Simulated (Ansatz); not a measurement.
# TaGe2N4 monolayer in a perpendicular field, part 2 of 2

Wanted: the out-of-plane response of the TaGe2N4 monolayer. A positive field points along +c.

Ansatz 0.2.0; plane-wave DFT, PBE-D3(BJ), Ansatz PAW.

So far. Step 2 (Relaxation): The lattice constant a goes from 3.020 to 3.057 Å.

### Step 3. Atoms held, field 0

A sawtooth potential applies the field, turning back in the middle of the vacuum. With the dipole correction the typed value is the field outside the slab. The induced dipole is small, so the SCF threshold is tight.

The cell differs from the one that the last finished run ended in (c 46.204 → 25.419 Å).

input.yaml reads:

```yaml
crystal:
  lattice:
    - [3.0573460587, 0.0, 0.0]
    - [-1.5286730294, 2.647739355, 0.0]
    - [0.0, 0.0, 25.4186651655]
  atoms:
    - { symbol: "N", position: [0.0, 0.0, 0.3540705203], spin: 0.01 }
    - { symbol: Ge, position: [0.3333333333, 0.6666666667, 0.3782138708] }
    - { symbol: "N", position: [0.3333333333, 0.6666666667, 0.4519999969], spin: 0.01 }
    - { symbol: Ta, position: [0.0, 0.0, 0.5], spin: 0.24 }
    - { symbol: "N", position: [0.3333333333, 0.6666666667, 0.5480000031], spin: 0.01 }
    - { symbol: Ge, position: [0.3333333333, 0.6666666667, 0.6217861292] }
    - { symbol: "N", position: [0.0, 0.0, 0.6459294797], spin: 0.01 }
magnetization:
  spin_polarized: true
kpoints:
  mp_grid: { grid: [18, 18, 1] }
  band_path:
    path: [[0, 0, 0], [0.5, 0, 0], [0.33333333, 0.33333333, 0], [0, 0, 0]]
    npoints: 16
hamiltonian:
  xc: pbe
  dispersion: d3bj
scf:
  occupations: { method: fermi_dirac, width: 0.02585 }
  convergence: { dr2_threshold: 1.0e-10 }
efield:
  axis: 3
  dipole_correction: true
  ramp_position: 0.97
  ramp_width: 0.06
  amplitude: 0
output:
  dos: { projected: true, e_range: [-6, 5] }
  write_potential: true
  write_density: true
  volumetric_format: npy
  elf: true
```

Run with:

```console
> ansatz run input.yaml --threads 4 --pin off --max-ram 6144MiB --backend cpu --events-out ev --progress --plain --runs-dir out
```

Numbers of over 12 decimals in the logs are rounded to 6 here.

What it wrote:

```text
[...]
Crystal: 7 atoms, lattice volume = 205.766 Å³
Basis set: ecut = 420 eV, 4021 PW (Γ)
Bands: 38, of which v1, the nominal top of the filled ones, is band 31 counted from 1 (30 counted from 0)
Symmetry: 6 space group operations
k-points: 37 of 324 (time reversal used)
[...]
Starting moments: Σ|m| = 0.28 μB on 5 of 7 sites
[...]
SCF iter   1: F=—  HF=-20041.173382 eV  |F-HF|=—  |Δ(HF+E_count)|=         —  Δρ=3.38e-2 (↑3.34e-2 ↓3.38e-2)  dr2=1.24e1  dr2_m=6.22e-3  M=0.048 μB ∫|m|=0.063 μB  β_m=0.36  ethr=3.10e-3  p=0.000 e·Å  D=1.36e-13 V/Å  ΔV_dip=-0.00 eV  dr2_dipole=2.18e-7  V_vac-E_F(+/−)=6.23/6.23 eV  ⟨swp⟩=9.1  Hψ=13347  notcnv=0
[...]
efield: sawtooth ramp at fractional position 0.9700 (set: `efield.ramp_position`, or a place that a band, a saddle search or an elastic batch's reference lends), width 0.0600; the density the first Hamiltonian is built on has a dipole p = 0.000 e·Å; the dipole correction subtracts the counter field D = 1.36e-13 V/Å, which shifts the + side's vacuum level by -0.00 eV against the − side's; the planar-averaged density in the ramp window peaks in size at 1.0e-5 e/Å³
[...]
SCF iter   2: F=—  HF=-20053.190747 eV  |F-HF|=—  |Δ(HF+E_count)|=    1.20e1  Δρ=1.60e-2 (↑1.60e-2 ↓1.60e-2)  dr2=2.30e0  dr2_m=2.75e-3  M=0.043 μB ∫|m|=0.055 μB  β_m=0.41  ethr=3.10e-3  p=-0.000 e·Å  D=-2.28e-5 V/Å  ΔV_dip=0.00 eV  dr2_dipole=1.82e-8  V_vac-E_F(+/−)=5.28/5.28 eV  ⟨swp⟩=3.1  Hψ=5446  notcnv=0  defer=139
density mixer auto → msr1: a metal under ldos (density of states about μ 0.53 of a free-electron gas's, 18 screened modes)
SCF iter   3: F=—  HF=-20061.013994 eV  |F-HF|=—  |Δ(HF+E_count)|=    7.82e0  Δρ=8.23e-3 (↑8.23e-3 ↓8.13e-3)  dr2=2.13e-1  dr2_m=3.52e-4  M=0.049 μB ∫|m|=0.054 μB  β_m=0.61  ethr=3.10e-3  p=-0.000 e·Å  D=-6.28e-5 V/Å  ΔV_dip=0.00 eV  dr2_dipole=1.00e-7  V_vac-E_F(+/−)=5.02/5.02 eV  ⟨swp⟩=3.1  Hψ=4940  notcnv=0  defer=137
[...]
SCF iter  21: F=-20062.083431 eV  HF=-20062.083431 eV  |F-HF|=1.67e-10  |Δ(HF+E_count)|=  3.67e-10  Δρ=9.18e-8 (↑7.22e-8 ↓9.18e-8)  dr2=2.60e-11  dr2_m=4.88e-12  M=0.610 μB ∫|m|=0.624 μB  ethr=1.00e-12  p=-0.000 e·Å  D=-7.40e-10 V/Å  ΔV_dip=0.00 eV  dr2_dipole=1.59e-16  V_vac-E_F(+/−)=5.43/5.43 eV  ⟨swp⟩=12.0  Hψ=13041  notcnv=0
SCF 1 converged in 21 iterations: F = -20062.083431 eV  dr2 = 2.60e-11
[...]
at 3 of the mixer's solves, the last at iteration 10, it left a direction of its history that read negative out of its fit and stepped the other way along it
[...]
NSCF: frozen V_eff on 49 k-points
efield: sawtooth ramp at fractional position 0.9700 (kept from the solve that this one continues, or follows in the run), width 0.0600; the density the first Hamiltonian is built on has a dipole p = -0.000 e·Å; the dipole correction subtracts the counter field D = -7.40e-10 V/Å, which shifts the + side's vacuum level by +0.00 eV against the − side's; the planar-averaged density in the ramp window peaks in size at 8.7e-6 e/Å³
SCF converged after 21 iterations
Magnetization: 0.6100 μB (30.8050 up, 30.1950 down)
Absolute magnetization: 0.6243 μB (∫|ρ↑−ρ↓|, with the PAW one-centre terms)
[...]
Per-site moments (μB) at R_I (Å): [(0.00527747, 0.770879), (0.00219356, 0.770879), (0.00635119, 0.773662), (0.216551, 0.885139), (0.00635119, 0.773662), (0.00219356, 0.770879), (0.00527747, 0.770879)]
Free energy (F): -20062.083431 eV
[...]
Internal energy: -20062.077023 eV  (E = F + TS)
E sigma→0 (E₀):  -20062.080227 eV
Entropy (-TS):   -0.006408 eV (-0.915 meV/atom)
Fermi energy:    1.690171 eV
Dipole field:    D = -0.000000 V/Å  (p = -0.000000 e·Å, saw-weighted, corrected)
Work function:   Φ+ = 5.4341 eV   Φ− = 5.4341 eV
Levels:          The Fermi level and band energies are counted from a zero that moves with the ramp; work functions are not
[...]
--- Band table (eV; the first three rows and the last of 74) ---
  k-point 0 ↑: bands = [... 27 lower, -0.6603, -0.6603, -0.2069, 1.8591, 3.3660, 3.9790, 5.4294, 5.4294, ... 3 higher]
  k-point 1 ↑: bands = [... 27 lower, -0.7690, -0.7140, -0.1108, 2.0087, 3.5387, 3.8642, 5.4322, 5.4828, ... 3 higher]
  k-point 2 ↑: bands = [... 27 lower, -0.9363, -0.8642, -0.0447, 2.1638, 3.7385, 3.9230, 5.4433, 5.7416, ... 3 higher]
  k-point 36 ↓: bands = [... 27 lower, -1.9921, -0.6478, -0.0135, 2.3498, 4.5847, 5.9138, 6.0461, 6.7408, ... 3 higher]
```

Wall time 53 s (4 threads of Intel Xeon Platinum 8259CL at 2.50GHz (Skylake/Cascade Lake), shared host); peak memory 1 GiB; 3.4 min of CPU time.

Reading the cycles: dr2 is the Hartree energy of the density residual (eV), the measure of convergence; HF is the Harris–Foulkes estimate of the energy, which meets the free energy F at convergence.

Numbers from this step:

```yaml
energy_at_zero_smearing: -20062.0802 eV
total_moment: 0.6100 μB
site_moments: 0.005277, 0.002194, 0.006351, 0.2166, 0.006351, 0.002194, 0.005277 μB
work_function_upper_face: 5.434 eV
dipole_along_the_normal: -1.99e-8 e·Å
```

Running mean over a fixed 2.7 Å (it still follows the layers) of the planar mean; the ramp of the sawtooth is left out. Electron's electrostatic potential energy less the Fermi level against z:

```csv
z (Å),electron's electrostatic potential energy less the Fermi level (eV)
3.0,5.43
3.5,5.43
4.0,5.43
4.5,5.43
5.0,5.43
5.5,5.43
6.0,5.42
6.5,5.35
7.0,4.99
7.5,3.18
8.0,-0.706
8.5,-4.38
9.0,-6.90
9.5,-7.90
10.0,-8.37
10.5,-7.60
11.0,-6.77
11.5,-8.24
12.0,-10.5
12.5,-12.0
13.0,-11.9
13.5,-10.1
14.0,-7.89
14.5,-6.77
15.0,-7.82
15.5,-8.33
16.0,-7.80
16.5,-6.60
17.0,-3.85
17.5,-0.0330
18.0,3.63
18.5,5.11
19.0,5.37
19.5,5.42
20.0,5.43
20.5,5.43
21.0,5.43
21.5,5.43
22.0,5.43
```

The density of states has structure finer than the step of the table below, so its rows give means over 0.2 eV, whole bins alone (the curve runs from -6 to 1.99 eV). Peaks (eV: height): total -5.64: 7.30, -5.12: 6.47, -3.11: 8.56, -2.66: 6.14, -2.39: 13.3, -2.25: 7.75, 0.04: 4.29; up -5.70: 3.19, -3.41: 3.74, -3.11: 4.47, -2.66: 3.38, -2.39: 7.86, -2.25: 5.02, -0.60: 3.53; down -5.64: 5.15, -5.12: 4.02, -3.11: 4.09, -2.77: 3.33, -2.36: 6.89, -2.20: 3.75, 0.04: 3.83.

Table of density of states by energy, zero at the Fermi level; means over each step; values in states/eV a cell:

```csv
energy (eV),total,up,down
-5.8,3.56,1.93,1.62
-5.6,4.51,2.13,2.38
-5.4,3.88,2.16,1.72
-5.2,5.56,2.55,3.01
-5.0,4.76,2.20,2.57
-4.8,3.07,1.53,1.54
-4.6,3.41,1.72,1.69
-4.4,3.20,1.54,1.66
-4.2,2.54,1.25,1.29
-4.0,2.68,1.45,1.24
-3.8,2.69,1.27,1.42
-3.6,2.21,1.13,1.08
-3.4,4.60,2.52,2.08
-3.2,6.31,3.44,2.86
-3.0,4.79,2.16,2.63
-2.8,4.90,2.53,2.37
-2.6,5.26,2.52,2.74
-2.4,6.18,3.04,3.13
-2.2,4.98,2.65,2.33
-2.0,2.51,1.23,1.28
-1.8,2.63,1.13,1.50
-1.6,1.1e-4,0,1.1e-4
-1.4,0,0,0
-1.2,0,0,0
-1.0,0,0,0
-0.8,0,0,0
-0.6,1.95,1.95,0
-0.4,1.32,1.32,0
-0.2,0.700,0.700,0
0.0,2.66,0.472,2.18
0.2,1.41,0.254,1.16
0.4,1.11,0.442,0.665
0.6,0.512,0,0.512
0.8,0.473,0,0.473
1.0,0,0,0
1.2,0,0,0
1.4,0,0,0
1.6,0.00243,0.00157,8.6e-4
1.8,0.128,0.0697,0.0587
```

Projected DOS per atom over height of the atomic layer and energy from the Fermi level. Layers: N Ge N Ta N Ge N from below.

Ten even steps from '_' (0.00 states/eV) to '@' (1.56 states/eV), each cell a mean:
```
______________
______________
______________
______..______
______++______
______@@______
______**______
______--______
______________
______________
--__--__--__--
##__++..++__##
##__%%--%%__##
++__##--##__++
**..%%==%%..**
::__--::--__::
--__------__--
--..--::--..--
==..::::::..==
**::++==++::**
--..++==++..--
::::++--++::::
```
Columns: height of the atomic layer (Å) from 9 to 16.4 (not evenly spaced); rows upwards: energy from the Fermi level (eV) from -5.96 to 1.96.

Projected DOS per atom, spin up over height of the atomic layer and energy from the Fermi level. Layers: N Ge N Ta N Ge N from below.

Ten even steps from '_' (0.00 states/eV) to '@' (1.02 states/eV), each cell a mean:
```
______________
______________
______________
______________
______..______
______--______
______@@______
______++______
______________
______________
::__::__::__::
++__--__--__++
++__**::**__++
--__++::++__--
++__**--**__++
::__::..::__::
::__::::::__::
::..::::::..::
--..........--
==::--::--::==
::..==--==..::
::..==::==..::
```
Columns: height of the atomic layer (Å) from 9 to 16.4 (not evenly spaced); rows upwards: energy from the Fermi level (eV) from -5.96 to 1.96.

Projected DOS per atom, spin down over height of the atomic layer and energy from the Fermi level. Layers: N Ge N Ta N Ge N from below.

Ten even steps from '0' (0.00 states/eV) to '9' (1.22 states/eV), each cell a mean:
```
0000000
0000000
0000000
0002000
0004000
0009000
0000000
0000000
0000000
0000000
2020202
4030304
4052504
3052503
3052503
1021201
1011101
2021202
2111112
4133314
2132312
1131311
```
Columns: height of the atomic layer (Å) from 9 to 16.4 (not evenly spaced); rows upwards: energy from the Fermi level (eV) from -5.96 to 1.96.

Deep bands are left out, so band numbers here count from the lowest band kept and differ from the log's. Electronic bands along the path, in eV, zero at the Fermi level; # counts the bands kept:

```csv
point,up #11,up #12,up #13,up #14,down #11,down #12,down #13,down #14
Γ,-1.90,0.17,1.68,2.29,-1.89,0.40,1.68,2.56
halfway,-2.00,-0.26,2.43,2.81,-1.99,0.29,2.51,2.85
M,-2.15,-0.63,2.36,2.49,-2.10,-0.07,2.39,2.50
halfway,-2.05,-0.34,3.23,3.86,-2.02,0.21,3.70,3.88
K,-1.73,0.11,2.36,4.18,-1.70,0.66,2.89,4.22
halfway,-2.10,-0.42,2.86,3.52,-2.08,0.14,3.02,3.59
Γ,-1.90,0.17,1.68,2.29,-1.89,0.40,1.68,2.56
```

Spin density in the ca plane at fractional y = 0.667, with atoms of Ge and N within 0.2 Å of it.

Values in e/Å³, 5 rows by 16 columns, each cell a mean:
```
 0.000  0.000  0.000  0.000  0.000  0.000  0.001  0.006  0.053  0.022  0.003  0.000  0.000  0.000  0.000  0.000
 0.000  0.000  0.000  0.000  0.000  0.000  0.001  0.004  0.036  0.015  0.003  0.001  0.000  0.000  0.000  0.000
 0.000  0.000  0.000  0.000  0.000  0.000  0.003  0.003  0.005  0.001  0.005  0.002  0.000  0.000  0.000  0.000
 0.000  0.000  0.000  0.000  0.000  0.000  0.004  0.003  0.000 -0.002  0.005  0.002  0.000  0.000  0.000  0.000
 0.000  0.000  0.000  0.000  0.000  0.000  0.002  0.003  0.023  0.009  0.003  0.001  0.000  0.000  0.000  0.000
```
Columns run along c (16.0 Å, from fractional 0.16 to 0.79 of the cell), rows up along a (3.1 Å). Atoms in or near the plane, at fractional coordinates: Ge at (0.38, 0.33), N at (0.45, 0.33), N at (0.55, 0.33), Ge at (0.62, 0.33).

ELF in the ca plane at fractional y = 0.667, with atoms of Ge and N within 0.2 Å of it. It is the smooth field of the valence electrons, not physical close to the nuclei.

Ten even steps from '0' (0.00) to '9' (0.81), each cell a mean:
```
00000000013577764101222442121113577764200000
00000000013577764101111452111013577764200000
00000000001356643225763222576323456542000000
00000000000123322369997316999743233310000000
00000000000022100389468428747951002210000000
00000000000022100389358428737951002210000000
00000000000123312369998326999842123310000000
00000000001356543236874223687423456532000000
```
Columns run along c (16.0 Å, from fractional 0.16 to 0.79 of the cell), rows up along a (3.1 Å). Atoms in or near the plane, at fractional coordinates: Ge at (0.38, 0.33), N at (0.45, 0.33), N at (0.55, 0.33), Ge at (0.62, 0.33).

Electrostatic potential energy in the ca plane at fractional y = 0.667, with atoms of Ge and N within 0.2 Å of it. With pseudopotentials it is smooth inside the atoms' cores, unlike the true potential.

Values in eV, 5 rows by 16 columns, each cell a mean:
```
  7   7   7   7   7   7   7   2   0   3  -1 -18  -3   4   0   2
  7   7   7   7   7   7   7   1  -8   1  -1 -11  -2   2  -8   0
  7   7   7   7   7   7   6  -8 -33 -13 -26  -2 -24 -14 -33 -12
  7   7   7   7   7   7   6 -11 -38 -19 -36  -1 -32 -20 -37 -15
  7   7   7   7   7   7   6  -2 -17  -2  -5  -7  -5  -1 -17  -4
```
Columns run along c (16.0 Å, from fractional 0.05 to 0.68 of the cell; values clipped at the 3rd and 97th percentile), rows up along a (3.1 Å). Atoms in or near the plane, at fractional coordinates: Ge at (0.38, 0.33), N at (0.45, 0.33), N at (0.55, 0.33), Ge at (0.62, 0.33).

The work function of the upper face is 5.43 eV.

### Step 4. Atoms held, field 0.1 V/Å

Edit input.yaml of step 3 so:

```diff
@@ -31,5 +31,4 @@
   ramp_width: 0.06
-  amplitude: 0
+  amplitude: 0.1
 output:
-  dos: { projected: true, e_range: [-6, 5] }
   write_potential: true
@@ -37,2 +36 @@
   volumetric_format: npy
-  elf: true
```

What it wrote:

```text
[...]
Crystal: 7 atoms, lattice volume = 205.766 Å³
Basis set: ecut = 420 eV, 4021 PW (Γ)
Bands: 38, of which v1, the nominal top of the filled ones, is band 31 counted from 1 (30 counted from 0)
Symmetry: 6 space group operations
k-points: 37 of 324 (time reversal used)
[...]
Starting moments: Σ|m| = 0.28 μB on 5 of 7 sites
[...]
k-point 1 ↑: bands = [... 27 lower, -0.7690, -0.7139, -0.1108, 2.0082, 3.5361, 3.8663, 5.4319, 5.4825, ... 3 higher]
  k-point 2 ↑: bands = [... 27 lower, -0.9362, -0.8641, -0.0447, 2.1634, 3.7326, 3.9281, 5.4430, 5.7404, ... 3 higher]
  k-point 36 ↓: bands = [... 27 lower, -1.9928, -0.6493, -0.0121, 2.3495, 4.5844, 5.9126, 6.0453, 6.7413, ... 3 higher]
[key lines of the parts left out:]
SCF converged after 24 iterations
Magnetization: 0.6100 μB (30.8050 up, 30.1950 down)
Free energy (F): -20062.085297 eV
Fermi energy:    1.689938 eV
Dipole field:    D = 0.032818 V/Å  (p = 0.037319 e·Å, saw-weighted, corrected)
```

Elapsed: 55 s, on 4 threads; peak memory 1 GiB; 3.6 min of CPU time.

The dipole is 0.0373 e·Å.

### Step 5. Atoms held, field -0.1 V/Å

Edit input.yaml of step 4 so:

```diff
@@ -31,3 +31,3 @@
   ramp_width: 0.06
-  amplitude: 0.1
+  amplitude: -0.1
 output:
```

What it wrote:

```text
[...]
Crystal: 7 atoms, lattice volume = 205.766 Å³
Basis set: ecut = 420 eV, 4021 PW (Γ)
Bands: 38, of which v1, the nominal top of the filled ones, is band 31 counted from 1 (30 counted from 0)
Symmetry: 6 space group operations
k-points: 37 of 324 (time reversal used)
[...]
Starting moments: Σ|m| = 0.28 μB on 5 of 7 sites
[...]
k-point 1 ↑: bands = [... 27 lower, -0.7690, -0.7139, -0.1108, 2.0082, 3.5361, 3.8663, 5.4319, 5.4825, ... 3 higher]
  k-point 2 ↑: bands = [... 27 lower, -0.9362, -0.8641, -0.0447, 2.1634, 3.7326, 3.9281, 5.4430, 5.7404, ... 3 higher]
  k-point 36 ↓: bands = [... 27 lower, -1.9928, -0.6493, -0.0121, 2.3495, 4.5844, 5.9126, 6.0453, 6.7413, ... 3 higher]
[key lines of the parts left out:]
SCF converged after 22 iterations
Magnetization: 0.6100 μB (30.8050 up, 30.1950 down)
Free energy (F): -20062.085297 eV
Fermi energy:    1.689938 eV
Dipole field:    D = -0.032818 V/Å  (p = -0.037318 e·Å, saw-weighted, corrected)
```

It took 55 s on 4 threads; peak memory 1 GiB; 3.6 min of CPU time.

The dipole is -0.0373 e·Å.

### Step 6. Response, atoms held

This step: plane-wave DFT, PBE-D3(BJ), Ansatz PAW; response to a field along the normal, atoms held (Ansatz 0.2.0).

The dipoles give the slope, and the difference of two potentials shows where the field is screened.

Numbers from this step:

```
equivalent conductor thickness p/(ε₀AE) : 8.342 Å
distance between the outer atoms        : 7.419 Å
```

Dipole of the cell against applied field:

```csv
applied field (V/Å),dipole of the cell (e·Å)
-0.1000,-0.0373
0.0000,0
0.1000,0.0373
```

The total moment stays at 0.610 μB for applied field from -0.1 to 0.1 V/Å.

Local field over the applied field, running mean. From the potentials at -0.1 and 0.1 V/Å; running mean over 2.5 Å. Local field over applied field against z:

```csv
z (Å),local field over applied field
4.5,1.000
5.0,0.998
5.5,0.995
6.0,0.983
6.5,0.952
7.0,0.874
7.5,0.737
8.0,0.573
8.5,0.399
9.0,0.265
9.5,0.181
10.0,0.142
10.5,0.125
11.0,0.117
11.5,0.100
12.0,0.0779
12.5,0.0608
13.0,0.0629
13.5,0.0812
14.0,0.104
14.5,0.118
15.0,0.128
15.5,0.146
16.0,0.192
16.5,0.283
17.0,0.426
17.5,0.601
18.0,0.762
18.5,0.891
19.0,0.959
19.5,0.986
20.0,0.996
20.5,0.999
21.0,1.000
```

The induced electron density oscillates, so the rows of the table below give means over windows of 1 Å about each position, cut where the curve ends. Its maxima inside the range that stand out by 2 % of the span (Å: e/Å³ per V/Å): 8.2: 0.00378, 9.2: 0.00180, 10.6: 0.00121, 11.6: 0.00148, 13.3: 8.8e-4, 14.3: 2.1e-4, 15.5: 0.00196, 16.5: -5.9e-4. Its minima: 8.9: 5.9e-4, 9.9: -0.00196, 11.2: -2.1e-4, 12.1: -8.8e-4, 13.8: -0.00148, 14.8: -0.00121, 16.2: -0.00180, 17.2: -0.00378.

Electrons, planar mean, per unit field. The induced electron density by z; means over each step:

```csv
z (Å),induced electron density (e/Å³ per V/Å)
5,7.3e-6
6,8.6e-5
7,7.6e-4
8,0.00303
9,0.00132
10,-7.5e-4
11,6.2e-4
12,-4.2e-5
13,3.8e-4
14,-5.3e-4
15,-1.9e-4
16,-1.7e-4
17,-0.00267
18,-0.00161
19,-2.2e-4
20,-2.1e-5
21,-1.9e-6
```

By hand: between -0.1 and 0.1 V/Å the dipole changes by 0.07464 e·Å, a slope of 0.3732 e·Å²/V. A perfect conductor of thickness t has p = ε₀AEt, so t = 180.95 × 0.3732 / 8.095 = 8.34 Å (e/ε₀ = 180.95 V·Å, A in Å²).

The induced dipole is that of a conductor 8.34 Å thick.

### Step 7. Summary of results

* gap without field: none
* work function, upper face: 5.43 eV
* equivalent conductor thickness, atoms held: 8.34 Å

What this shows: The induced dipole equals that of a perfect conductor 8.34 Å thick, while the outer atoms lie 7.42 Å apart. There is no gap over 0.03 eV, with or without the field. For an open d or f shell that can be the fault of a semilocal functional without a Hubbard term. The magnetic order is the one reached from the typed start; other orders were not compared. Spin-orbit coupling is left out, which matters for the bands of elements this heavy. The outer anions sit over the metal atoms, one of several polytypes of such layers and not the lowest for every compound.

[Logs are printed without paths, hosts, clocks, repeated set-up lines and the standing remarks that a program may print on its own settings, such as how far it seeks lower states.]

[Hosts, paths, dates, database ids (printed as entryN), source tags and the programs' standing remarks are cut or masked in the printed files.]

[Maps of the electrostatic potential energy from Ansatz leave out the sawtooth potential of an applied field or a dipole correction, so their vacuum need not be flat; planar profiles and work functions include it.]
